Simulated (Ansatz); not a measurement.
# The 1T-SnSe2 bilayer (AA) between two gates, part 2 of 3

How do the bands of the 1T-SnSe2 bilayer (AA) follow a displacement field between two gates?

Ansatz 0.2.0; plane-wave DFT, PBE-D3(BJ), Ansatz PAW.

So far. Step 2 (Relaxation): The lattice constant a goes from 3.870 to 3.835 Å.

### Step 3. Gated layer, displacement field 0, start network

The slab is cut off from its images along the normal. Two sheets of opposite charge stand for the gates, so the stack stays neutral in a displacement field; barriers ahead of the sheets keep electrons from leaking to them. The uncharged case sets the zero.

The cell differs from the one that the last finished run ended in (c 45.621 → 46.484 Å).

Contents of input.yaml:

```yaml
crystal:
  lattice:
    - [3.8347377516, 0.0, 0.0]
    - [-1.9173688758, 3.3209803097, 0.0]
    - [0.0, 0.0, 46.4838401911]
  atoms:
    - { symbol: Se, position: [0.6666666667, 0.3333333333, 0.4012147001] }
    - { symbol: Sn, position: [0.0, 0.0, 0.4355454008] }
    - { symbol: Se, position: [0.3333333333, 0.6666666667, 0.4699015591] }
    - { symbol: Se, position: [0.6666666667, 0.3333333333, 0.5300984409] }
    - { symbol: Sn, position: [0.0, 0.0, 0.5644545992] }
    - { symbol: Se, position: [0.3333333333, 0.6666666667, 0.5987852999] }
  periodic: [true, true, false]
  symmetry: { detect: true }
kpoints:
  mp_grid: { grid: [24, 24, 1] }
  band_path:
    path: [[0, 0, 0], [0.5, 0, 0], [0.33333333, 0.33333333, 0], [0, 0, 0]]
    npoints: 16
hamiltonian:
  xc: pbe
  dispersion: d3bj
scf:
  occupations: { method: fermi_dirac, width: 0.02585 }
  convergence: { dr2_threshold: 1.0e-10 }
output:
  forces: true
  eigenvalues: true
  dos: { projected: true, e_range: [-3, 3], de: 0.01 }
  write_potential: true
  write_density: true
  volumetric_format: npy
  elf: true
external_charges:
  - { charge: 0, barrier: 10, axis: 3, height: 31.334, sigma: 0.25 }
  - { charge: 0, barrier: 10, axis: 3, height: 15.15, sigma: 0.25 }
```

Launch:

```console
$ ansatz run input.yaml --threads 4 --pin off --max-ram 8192MiB --backend cpu --events-out ev --progress --plain --runs-dir out
```

Numbers of over 12 decimals in the logs are rounded to 6 here.

The program printed:

```text
[...]
Crystal: 6 atoms, lattice volume = 591.976 Å³
Basis set: ecut = 420 eV, 11555 PW (Γ), exchange–correlation on 54×54×640 points (8 copies of the dense FFT grid, shifted against one another)
Bands: 56, of which v1, the nominal top of the filled ones, is band 46 counted from 1 (45 counted from 0)
Symmetry: 6 space group operations
k-points: 61 of 576 (time reversal used)
[...]
SCF iter   1: F=—  HF=-33928.548437 eV  |F-HF|=—  |Δ(HF+E_count)|=         —  Δρ=9.24e-4  dr2=3.81e-2  ethr=1.77e-3  ⟨swp⟩=17.5  Hψ=23635  notcnv=0  defer=20
[...]
SCF iter  11: F=-33928.543931 eV  HF=-33928.543931 eV  |F-HF|=3.27e-9  |Δ(HF+E_count)|=   8.59e-9  Δρ=8.51e-8  dr2=8.50e-11  ethr=1.00e-12  ⟨swp⟩=23.5  Hψ=27241  notcnv=0
SCF 1 converged in 11 iterations: F = -33928.543931 eV  dr2 = 8.50e-11
[...]
NSCF: frozen V_eff on 49 k-points
WARN: The output density's exchange-correlation potential varies sharply where the density is thin. Do not read a vacuum level from v_tot or v_xc, or from such a field of the output density. On a cell that repeats whose density bears no net charge and no dipole along the vacuum's axis use v_es (v_loc + v_h of the components); under efield.dipole_correction with no amplitude use v_es + v_field, which holds any externa [...]
SCF converged after 11 iterations
Free energy (F): -33928.543931 eV
[...]
Internal energy: -33928.543931 eV  (E = F + TS)
E sigma→0 (E₀):  -33928.543931 eV
Entropy (-TS):   -0.000000 eV (-0.000 meV/atom)
Fermi energy:    -5.564373 eV
[...]
--- Forces (eV/Å), atoms and charges each counted from 1 ---
  atom   1  Se     0.00000000    -0.00000000     0.00527553
  atom   2  Sn     0.00000000     0.00000000     0.00084623
  atom   3  Se     0.00000000     0.00000000     0.00190254
  atom   4  Se     0.00000000    -0.00000000    -0.00190098
  atom   5  Sn     0.00000000     0.00000000    -0.00084823
  atom   6  Se     0.00000000     0.00000000    -0.00527109
  external charge   1     0.00000000     0.00000000     0.00743028
  external charge   2     0.00000000     0.00000000    -0.00743376
  max |Σ_I F_I| component, the external charges' with the atoms': 5.20e-7 eV/Å
--- Band table (eV; the first three rows and the last of 61) ---
  k-point 0: bands = [... 42 lower, -6.1288, -6.1288, -6.0095, -6.0095, -4.6391, -3.7541, -2.8786, -2.7686, ... 6 higher]
  k-point 1: bands = [... 42 lower, -6.2095, -6.1098, -6.1074, -5.9819, -4.4777, -3.7014, -2.7424, -2.6643, ... 6 higher]
  k-point 2: bands = [... 42 lower, -6.4025, -6.2309, -6.0800, -5.9365, -4.1412, -3.6283, -2.4591, -2.3676, ... 6 higher]
  k-point 60: bands = [... 42 lower, -7.2453, -7.2453, -6.4586, -6.4586, -4.5771, -3.8370, -1.1260, -1.1260, ... 6 higher]
```

It took 1.9 min on 4 threads of Intel Xeon Platinum 8375C at 2.90GHz (Ice Lake), shared host; peak memory 2.2 GiB; 7.3 min of CPU time.

Numbers from this step:

```
gap along the path                                                                  : 0.6542 eV
smallest direct gap along the path                                                  : 0.9307 eV
gap, the smaller of path and mesh                                                   : 0.6542 eV
potential beyond the upper barrier and gate, less the barrier, from the Fermi level : 5.564 eV
```

Running mean over a fixed 2.8 Å (it still follows the layers) of the planar mean; beyond a gate it holds the 10 eV model barrier. The electron's electrostatic potential energy less the Fermi level by z:

z (Å), electron's electrostatic potential energy less the Fermi level (eV) and a bar from the least value:
```
        4       15.6 ##############################
        6       15.6 ##############################
        8       15.6 ##############################
       10       15.6 ##############################
       12       15.6 ##############################
       14       14.6 #############################
       16        7.4 #################
       18        0.9 ######
       20       -3.1 
       22       -0.9 ####
       24        0.3 ######
       26       -3.1 
       28       -0.8 ####
       30        5.5 ##############
       32       13.0 ##########################
       34       15.6 ##############################
       36       15.6 ##############################
       38       15.6 ##############################
       40       15.6 ##############################
       42       15.6 ##############################
```

The density of states has structure finer than the step of the table below, so its rows give means over 0.2 eV, whole bins alone (the curve runs from -3 to 2.29 eV). Peaks (eV: height): -2.47: 11.7, -1.45: 12.4, -1.05: 13.9, -0.80: 16.8, -0.44: 13.5, 1.68: 7.81, 1.95: 11.6.

Table of density of states by energy, zero at the Fermi level of the run, which the smearing sets inside the gap; means over each step:

```csv
energy (eV),density of states (states/eV a cell)
-2.8,4.60
-2.6,4.91
-2.4,5.02
-2.2,3.27
-2.0,3.26
-1.8,4.07
-1.6,4.31
-1.4,7.71
-1.2,2.86
-1.0,9.05
-0.8,9.28
-0.6,5.64
-0.4,3.34
-0.2,0
0.0,0
0.2,5.0e-4
0.4,0.558
0.6,0.880
0.8,1.78
1.0,2.96
1.2,3.25
1.4,2.64
1.6,3.92
1.8,2.40
2.0,1.45
```

Projected DOS per atom over height of the atomic layer and energy from the Fermi level. Layers: Se Sn Se Se Sn Se from below.

Values in states/eV, 22 rows by 6 columns, each cell a mean:
```
0.00 0.00 0.00 0.00 0.00 0.00
0.28 0.35 0.30 0.30 0.35 0.28
0.58 0.64 0.58 0.58 0.64 0.58
0.43 0.48 0.41 0.41 0.48 0.43
0.53 0.57 0.51 0.51 0.57 0.53
0.43 0.45 0.41 0.41 0.45 0.43
0.23 0.25 0.22 0.22 0.25 0.23
0.11 0.12 0.10 0.10 0.12 0.11
0.02 0.02 0.01 0.01 0.02 0.02
0.00 0.00 0.00 0.00 0.00 0.00
0.01 0.00 0.01 0.01 0.00 0.01
1.15 0.03 1.19 1.19 0.03 1.15
1.77 0.09 1.99 1.99 0.09 1.77
2.17 0.18 2.38 2.38 0.18 2.17
0.74 0.14 0.63 0.63 0.14 0.74
2.04 0.28 1.46 1.46 0.28 2.04
0.98 0.20 0.67 0.67 0.20 0.98
0.92 0.24 0.72 0.72 0.24 0.92
0.65 0.29 0.62 0.62 0.29 0.65
0.99 0.52 0.85 0.85 0.52 0.99
0.92 0.61 0.88 0.88 0.61 0.92
0.83 0.56 0.84 0.84 0.56 0.83
```
Columns: height of the atomic layer (Å) from 18.6 to 27.8 (not evenly spaced); rows upwards: energy from the Fermi level (eV) from -2.98 to 2.27.

Electronic bands along the path, in eV, zero at the Fermi level of the run, which the smearing sets inside the gap:

```csv
point,band 43,band 44,band 45,band 46,band 47,band 48,band 49,band 50
Γ,-0.56,-0.56,-0.45,-0.45,0.93,1.81,2.69,2.80
halfway,-1.55,-0.68,-0.66,-0.41,1.18,1.64,3.60,4.00
M,-1.45,-1.05,-0.93,-0.62,0.31,0.66,3.53,3.81
halfway,-1.53,-1.50,-1.07,-0.81,1.09,1.22,4.35,4.58
K,-1.68,-1.68,-0.89,-0.89,0.99,1.73,4.44,4.44
halfway,-1.47,-1.33,-0.98,-0.47,1.71,1.74,4.22,4.34
Γ,-0.56,-0.56,-0.45,-0.45,0.93,1.81,2.69,2.80
```

ELF in the ca plane at fractional y = 0.000, with atoms of Sn within 0.2 Å of it. It is the smooth field of the valence electrons, not physical close to the nuclei.

Ten even steps from '0' (0.00) to '9' (0.72), each cell a mean:
```
00000000000000000000233100232100000012320013
00000000000000000112343322334310000134332233
00000000000000012456765333467653003567643335
00000000000000125799986433579985115899753346
00000000000000136999997312589996116999852137
00000000000000136899986322589996116999852236
00000000000000013678876433578874114788753346
00000000000000001234554333345431001345433334
00000000000000000001233211333100000013331123
00000000000000000000233000232100000012320003
```
Columns run along c (16.0 Å, from fractional 0.25 to 0.59 of the cell), rows up along a (3.8 Å). Atoms in or near the plane, at fractional coordinates: Sn at (0.44, 0.00), Sn at (0.56, 0.00).

Electrostatic potential energy in the ca plane at fractional y = 0.000, with atoms of Sn within 0.2 Å of it. With pseudopotentials it is smooth inside the atoms' cores, unlike the true potential.

Ten even steps from '0' (-23 eV) to '9' (10 eV), each cell a mean:
```
99999999998776666666530598115666666665118950
99999999998776666666541010035666666665300101
99999999998776666666554212355566666655532124
99999999998776666665555555555556666555555555
99999999998776666654455555554456666544555555
99999999998776666655455555554456666544555555
99999999998776666665555444455566666655544445
99999999998776666666553000245666666665420003
99999999998776666666540265025666666665205620
99999999998776666666530799214666666664129970
```
Columns run along c (16.0 Å, from fractional 0.25 to 0.59 of the cell; values clipped at the 3rd and 97th percentile), rows up along a (3.8 Å). Atoms in or near the plane, at fractional coordinates: Sn at (0.44, 0.00), Sn at (0.56, 0.00).

Valence density in the ca plane at fractional y = 0.000, with atoms of Sn within 0.2 Å of it. It is the smooth field of the valence electrons, not physical close to the nuclei.

Ten steps, logarithmic in the rise over the least value, from '0' (0 e/Å³) to '9' (14 e/Å³), each cell a mean:
```
00000000000000000000124798631000000001368974
00000000000000000000113565421100000011245653
00000000000000000011122222221110000111222222
00000000000000000012222111122211001122211112
00000000000000000112222111122221001222211112
00000000000000000112222111122221001222211112
00000000000000000011222222222211001122222222
00000000000000000001112344321100000011234432
00000000000000000000123687521000000001257863
00000000000000000000125899631000000001369985
```
Columns run along c (16.0 Å, from fractional 0.25 to 0.59 of the cell), rows up along a (3.8 Å). Atoms in or near the plane, at fractional coordinates: Sn at (0.44, 0.00), Sn at (0.56, 0.00).

The gap, the smaller of path and mesh, is 0.654 eV.

### Step 4. Gated layer, displacement field 0.905 V/nm

input.yaml: that of step 3 with these lines changed.

```diff
@@ -28,3 +28,2 @@
   eigenvalues: true
-  dos: { projected: true, e_range: [-3, 3], de: 0.01 }
   write_potential: true
@@ -32,5 +31,6 @@
   volumetric_format: npy
-  elf: true
 external_charges:
   - { charge: 0, barrier: 10, axis: 3, height: 31.334, sigma: 0.25 }
+  - { charge: -0.006368, axis: 3, height: 32.834, sigma: 0.5 }
   - { charge: 0, barrier: 10, axis: 3, height: 15.15, sigma: 0.25 }
+  - { charge: 0.006368, axis: 3, height: 13.65, sigma: 0.5 }
```

The program printed:

```text
[...]
Crystal: 6 atoms, lattice volume = 591.976 Å³
Basis set: ecut = 420 eV, 11555 PW (Γ), exchange–correlation on 54×54×640 points (8 copies of the dense FFT grid, shifted against one another)
Bands: 56, of which v1, the nominal top of the filled ones, is band 46 counted from 1 (45 counted from 0)
Symmetry: 6 space group operations
k-points: 61 of 576 (time reversal used)
[...]
SCF iter  17: F=-33928.541671 eV  HF=-33928.541671 eV  |F-HF|=5.24e-10  |Δ(HF+E_count)|=  4.66e-10  Δρ=5.58e-8  dr2=3.92e-11  ethr=1.00e-12  ⟨swp⟩=22.1  Hψ=24683  notcnv=0
SCF 1 converged in 17 iterations: F = -33928.541671 eV  dr2 = 3.92e-11
[...]
SCF converged after 17 iterations
Free energy (F): -33928.541671 eV
[...]
Internal energy: -33928.541671 eV  (E = F + TS)
E sigma→0 (E₀):  -33928.541671 eV
Entropy (-TS):   -0.000000 eV (-0.000 meV/atom)
Fermi energy:    -5.564065 eV
[...]
--- Forces (eV/Å), atoms and charges each counted from 1 ---
  atom   1  Se     0.00000000    -0.00000000    -0.00668420
  atom   2  Sn     0.00000000     0.00000000     0.02274110
  atom   3  Se     0.00000000     0.00000000    -0.00769967
  atom   4  Se     0.00000000    -0.00000000    -0.01196478
  atom   5  Sn     0.00000000    -0.00000000     0.02111421
  atom   6  Se     0.00000000     0.00000000    -0.01666256
  external charge   1     0.00000000     0.00000000     0.00702374
  external charge   2     0.00000000     0.00000000    -0.00028826
  external charge   3     0.00000000     0.00000000    -0.00786665
  external charge   4     0.00000000     0.00000000     0.00028790
  max |Σ_I F_I| component, the external charges' with the atoms': 8.23e-7 eV/Å
--- Band table (eV; the first three rows and the last of 61) ---
  k-point 0: bands = [... 42 lower, -6.1329, -6.1329, -6.0058, -6.0058, -4.6402, -3.7541, -2.8827, -2.7652, ... 6 higher]
  k-point 1: bands = [... 42 lower, -6.2141, -6.1115, -6.1056, -5.9783, -4.4789, -3.7013, -2.7483, -2.6592, ... 6 higher]
  k-point 2: bands = [... 42 lower, -6.4016, -6.2305, -6.0838, -5.9334, -4.1427, -3.6278, -2.4647, -2.3628, ... 6 higher]
  k-point 60: bands = [... 42 lower, -7.2486, -7.2444, -6.4636, -6.4530, -4.5783, -3.8367, -1.1328, -1.1216, ... 6 higher]
```

Run time: 1.9 min. Hardware: 4 threads; peak memory 1.9 GiB; 7.6 min of CPU time.

This step gave:

```
gap along the path                                                                  : 0.6503 eV
smallest direct gap along the path                                                  : 0.9279 eV
gap, the smaller of path and mesh                                                   : 0.6503 eV
potential beyond the upper barrier and gate, less the barrier, from the Fermi level : 5.944 eV
```

The electronic bands at the labelled points (eV, zero at the Fermi level of the run, which the smearing sets inside the gap):

```csv
point,band 43,band 44,band 45,band 46,band 47,band 48,band 49,band 50
Γ,-0.57,-0.57,-0.44,-0.44,0.92,1.81,2.68,2.80
halfway,-1.55,-0.68,-0.67,-0.41,1.18,1.64,3.60,4.00
M,-1.46,-1.05,-0.94,-0.62,0.31,0.66,3.53,3.81
halfway,-1.54,-1.50,-1.07,-0.81,1.09,1.22,4.34,4.57
K,-1.68,-1.68,-0.90,-0.89,0.99,1.73,4.43,4.44
halfway,-1.47,-1.33,-0.98,-0.47,1.70,1.75,4.21,4.34
Γ,-0.57,-0.57,-0.44,-0.44,0.92,1.81,2.68,2.80
```

The gap, the smaller of path and mesh, is 0.650 eV.

### Step 5. Gated layer, displacement field 1.81 V/nm

input.yaml: that of step 4 with these lines changed.

```diff
@@ -33,4 +33,4 @@
   - { charge: 0, barrier: 10, axis: 3, height: 31.334, sigma: 0.25 }
-  - { charge: -0.006368, axis: 3, height: 32.834, sigma: 0.5 }
+  - { charge: -0.012735, axis: 3, height: 32.834, sigma: 0.5 }
   - { charge: 0, barrier: 10, axis: 3, height: 15.15, sigma: 0.25 }
-  - { charge: 0.006368, axis: 3, height: 13.65, sigma: 0.5 }
+  - { charge: 0.012735, axis: 3, height: 13.65, sigma: 0.5 }
```

The program printed:

```text
[...]
Crystal: 6 atoms, lattice volume = 591.976 Å³
Basis set: ecut = 420 eV, 11555 PW (Γ), exchange–correlation on 54×54×640 points (8 copies of the dense FFT grid, shifted against one another)
Bands: 56, of which v1, the nominal top of the filled ones, is band 46 counted from 1 (45 counted from 0)
Symmetry: 6 space group operations
k-points: 61 of 576 (time reversal used)
[...]
--- Band table (eV; the first three rows and the last of 61) ---
  k-point 0: bands = [... 42 lower, -6.1440, -6.1440, -5.9960, -5.9960, -4.6433, -3.7541, -2.8939, -2.7562, ... 6 higher]
  k-point 1: bands = [... 42 lower, -6.2262, -6.1227, -6.0949, -5.9689, -4.4823, -3.7008, -2.7628, -2.6470, ... 6 higher]
  k-point 2: bands = [... 42 lower, -6.3989, -6.2292, -6.0944, -5.9251, -4.1474, -3.6261, -2.4790, -2.3511, ... 6 higher]
  k-point 60: bands = [... 42 lower, -7.2542, -7.2457, -6.4681, -6.4470, -4.5820, -3.8358, -1.1421, -1.1197, ... 6 higher]
[key lines of the parts left out:]
SCF converged after 17 iterations
Free energy (F): -33928.534893 eV
Fermi energy:    -5.563306 eV
```

Elapsed: 96 s, on 4 threads; peak memory 1.9 GiB; 6.3 min of CPU time.

Electronic bands along the path, in eV, zero at the Fermi level of the run, which the smearing sets inside the gap:

```csv
point,band 43,band 44,band 45,band 46,band 47,band 48,band 49,band 50
Γ,-0.58,-0.58,-0.43,-0.43,0.92,1.81,2.67,2.81
halfway,-1.55,-0.68,-0.67,-0.41,1.17,1.64,3.59,4.00
M,-1.46,-1.05,-0.94,-0.62,0.30,0.66,3.52,3.81
halfway,-1.54,-1.50,-1.07,-0.81,1.08,1.23,4.34,4.57
K,-1.69,-1.68,-0.90,-0.88,0.98,1.73,4.42,4.44
halfway,-1.47,-1.34,-0.98,-0.47,1.67,1.77,4.20,4.34
Γ,-0.58,-0.58,-0.43,-0.43,0.92,1.81,2.67,2.81
```

The gap, the smaller of path and mesh, is 0.639 eV.

### Step 6. Gated layer, displacement field 2.71 V/nm

input.yaml: that of step 5 with these lines changed.

```diff
@@ -33,4 +33,4 @@
   - { charge: 0, barrier: 10, axis: 3, height: 31.334, sigma: 0.25 }
-  - { charge: -0.012735, axis: 3, height: 32.834, sigma: 0.5 }
+  - { charge: -0.019103, axis: 3, height: 32.834, sigma: 0.5 }
   - { charge: 0, barrier: 10, axis: 3, height: 15.15, sigma: 0.25 }
-  - { charge: 0.012735, axis: 3, height: 13.65, sigma: 0.5 }
+  - { charge: 0.019103, axis: 3, height: 13.65, sigma: 0.5 }
```

The program printed:

```text
[...]
Crystal: 6 atoms, lattice volume = 591.976 Å³
Basis set: ecut = 420 eV, 11555 PW (Γ), exchange–correlation on 54×54×640 points (8 copies of the dense FFT grid, shifted against one another)
Bands: 56, of which v1, the nominal top of the filled ones, is band 46 counted from 1 (45 counted from 0)
Symmetry: 6 space group operations
k-points: 61 of 576 (time reversal used)
[...]
--- Band table (eV; the first three rows and the last of 61) ---
  k-point 0: bands = [... 42 lower, -6.1594, -6.1594, -5.9826, -5.9826, -4.6485, -3.7541, -2.9097, -2.7440, ... 6 higher]
  k-point 1: bands = [... 42 lower, -6.2427, -6.1387, -6.0808, -5.9559, -4.4881, -3.7002, -2.7819, -2.6319, ... 6 higher]
  k-point 2: bands = [... 42 lower, -6.3950, -6.2272, -6.1099, -5.9133, -4.1550, -3.6234, -2.4983, -2.3362, ... 6 higher]
  k-point 60: bands = [... 42 lower, -7.2620, -7.2492, -6.4720, -6.4404, -4.5880, -3.8344, -1.1536, -1.1202, ... 6 higher]
[key lines of the parts left out:]
SCF converged after 17 iterations
Free energy (F): -33928.523595 eV
Fermi energy:    -5.562508 eV
```

Wall time 2.8 min (4 threads); peak memory 1.9 GiB.

The gap, the smaller of path and mesh, is 0.621 eV.

### Step 7. Gated layer, displacement field 3.62 V/nm

input.yaml: that of step 6 with these lines changed.

```diff
@@ -28,2 +28,3 @@
   eigenvalues: true
+  dos: { projected: true, e_range: [-3, 3], de: 0.01 }
   write_potential: true
@@ -31,6 +32,7 @@
   volumetric_format: npy
+  elf: true
 external_charges:
   - { charge: 0, barrier: 10, axis: 3, height: 31.334, sigma: 0.25 }
-  - { charge: -0.019103, axis: 3, height: 32.834, sigma: 0.5 }
+  - { charge: -0.02547, axis: 3, height: 32.834, sigma: 0.5 }
   - { charge: 0, barrier: 10, axis: 3, height: 15.15, sigma: 0.25 }
-  - { charge: 0.019103, axis: 3, height: 13.65, sigma: 0.5 }
+  - { charge: 0.02547, axis: 3, height: 13.65, sigma: 0.5 }
```

The program printed:

```text
[...]
Crystal: 6 atoms, lattice volume = 591.976 Å³
Basis set: ecut = 420 eV, 11555 PW (Γ), exchange–correlation on 54×54×640 points (8 copies of the dense FFT grid, shifted against one another)
Bands: 56, of which v1, the nominal top of the filled ones, is band 46 counted from 1 (45 counted from 0)
Symmetry: 6 space group operations
k-points: 61 of 576 (time reversal used)
[...]
--- Band table (eV; the first three rows and the last of 61) ---
  k-point 0: bands = [... 42 lower, -6.1770, -6.1770, -5.9674, -5.9674, -4.6558, -3.7541, -2.9285, -2.7304, ... 6 higher]
  k-point 1: bands = [... 42 lower, -6.2615, -6.1574, -6.0653, -5.9412, -4.4960, -3.6993, -2.8033, -2.6160, ... 6 higher]
  k-point 2: bands = [... 42 lower, -6.3904, -6.2244, -6.1287, -5.8996, -4.1654, -3.6199, -2.5204, -2.3203, ... 6 higher]
  k-point 60: bands = [... 42 lower, -7.2721, -7.2549, -6.4754, -6.4335, -4.5964, -3.8325, -1.1674, -1.1232, ... 6 higher]
[key lines of the parts left out:]
SCF converged after 16 iterations
Free energy (F): -33928.507785 eV
Fermi energy:    -5.562120 eV
```

Run time: 2.4 min. Hardware: 4 threads; peak memory 2.2 GiB.

The gap, the smaller of path and mesh, is 0.598 eV.

[end of part 2 of 3]

[Logs are printed without paths, hosts, clocks, repeated set-up lines and the standing remarks that a program may print on its own settings, such as how far it seeks lower states.]

[Hosts, paths, dates, database ids (printed as entryN), source tags and the programs' standing remarks are cut or masked in the printed files.]

[Maps of the electrostatic potential energy from Ansatz leave out the sawtooth potential of an applied field or a dipole correction, so their vacuum need not be flat; planar profiles and work functions include it.]

[The density of states shown here was stored with 400 of the rows of the run's finer table, so its peaks can read low, often by over a quarter, or be missed, and its means over a window can be off by a tenth or more.]
